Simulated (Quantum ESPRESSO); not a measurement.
Two runs for the Nd L₃ edge of atom 1 in Nd2SeO2 (P-3m1). Run A: Quantum ESPRESSO XSpectra, LDA, full core hole (charged cell), 15-atom cell with 6.9 Å between holes, 3×3×3 k points, dipole transitions, Lorentzian half width 0.4 eV, without spin-orbit coupling. Run B differs in one choice.

Energy from the lowest empty level; intensity scaled to a mean of 1 over the first 20 eV:

| E (eV) | A | B |
| --- | --- | --- |
| -2.0 | 0.15 | 0.13 |
| -1.5 | 0.21 | 0.17 |
| -1.0 | 0.35 | 0.28 |
| -0.5 | 0.58 | 0.46 |
| 0.0 | 1.38 | 1.02 |
| 0.5 | 3.08 | 1.88 |
| 1.0 | 2.57 | 2.14 |
| 1.5 | 3.05 | 2.87 |
| 2.0 | 3.71 | 3.40 |
| 2.5 | 3.29 | 3.98 |
| 3.0 | 2.30 | 3.80 |
| 3.5 | 1.71 | 2.01 |
| 4.0 | 1.42 | 1.30 |
| 4.5 | 1.12 | 0.99 |
| 5.0 | 0.88 | 0.79 |
| 5.5 | 0.83 | 0.74 |
| 6.0 | 0.67 | 0.76 |
| 6.5 | 0.52 | 0.62 |
| 7.0 | 0.48 | 0.53 |
| 7.5 | 0.49 | 0.49 |
| 8.0 | 0.52 | 0.53 |
| 8.5 | 0.55 | 0.64 |
| 9.0 | 0.65 | 0.76 |
| 9.5 | 0.69 | 0.74 |
| 10.0 | 0.62 | 0.55 |
| 10.5 | 0.51 | 0.49 |
| 11.0 | 0.43 | 0.41 |
| 11.5 | 0.45 | 0.45 |
| 12.0 | 0.45 | 0.46 |
| 12.5 | 0.46 | 0.43 |
| 13.0 | 0.49 | 0.47 |
| 13.5 | 0.52 | 0.56 |
| 14.0 | 0.51 | 0.54 |
| 14.5 | 0.52 | 0.48 |
| 15.0 | 0.59 | 0.53 |
| 15.5 | 0.59 | 0.50 |
| 16.0 | 0.59 | 0.55 |
| 16.5 | 0.56 | 0.65 |
| 17.0 | 0.53 | 0.55 |
| 17.5 | 0.55 | 0.49 |
| 18.0 | 0.55 | 0.47 |
| 18.5 | 0.53 | 0.53 |
| 19.0 | 0.52 | 0.55 |
| 19.5 | 0.44 | 0.50 |
| 20.0 | 0.39 | 0.45 |
| 20.5 | 0.42 | 0.40 |
| 21.0 | 0.44 | 0.39 |
| 21.5 | 0.47 | 0.45 |
| 22.0 | 0.54 | 0.48 |
| 22.5 | 0.55 | 0.52 |
| 23.0 | 0.51 | 0.52 |
| 23.5 | 0.51 | 0.55 |
| 24.0 | 0.56 | 0.57 |
| 24.5 | 0.63 | 0.53 |
| 25.0 | 0.63 | 0.58 |
| 25.5 | 0.66 | 0.62 |
| 26.0 | 0.64 | 0.70 |
| 26.5 | 0.58 | 0.65 |
| 27.0 | 0.57 | 0.66 |
| 27.5 | 0.52 | 0.57 |
| 28.0 | 0.56 | 0.50 |
| 28.5 | 0.58 | 0.57 |
| 29.0 | 0.58 | 0.50 |
| 29.5 | 0.56 | 0.47 |
| 30.0 | 0.62 | 0.56 |
| 30.5 | 0.67 | 0.61 |
| 31.0 | 0.70 | 0.68 |
| 31.5 | 0.68 | 0.73 |
| 32.0 | 0.67 | 0.68 |

Question: What was changed?
a) the plane-wave cutoff
b) the radius of the reconstruction
c) the size of the supercell
d) the broadening

(c): run B changes the supercell atoms from 15 to 5, and the k mesh follows the cell. The scaled spectrum changes by 25 % r.m.s. The highest intensity below 24 eV goes from 2.1 eV (3.76) to 2.7 eV (4.18). Other settings could leave a like mark; this is the one that was changed.

[Hosts, paths, dates, database ids (printed as entryN), source tags and the programs' standing remarks are cut or masked in the printed files.]

[Lists of maxima count a maximum above −3 eV only where it reaches 4 % of the highest in the window and stands out from its surroundings by 2 % of it (1.5 % where it reaches 55 %); shoulders and weaker maxima are passed over, and of the rest the first, up to two pre-edge ones and the few strongest are named.]
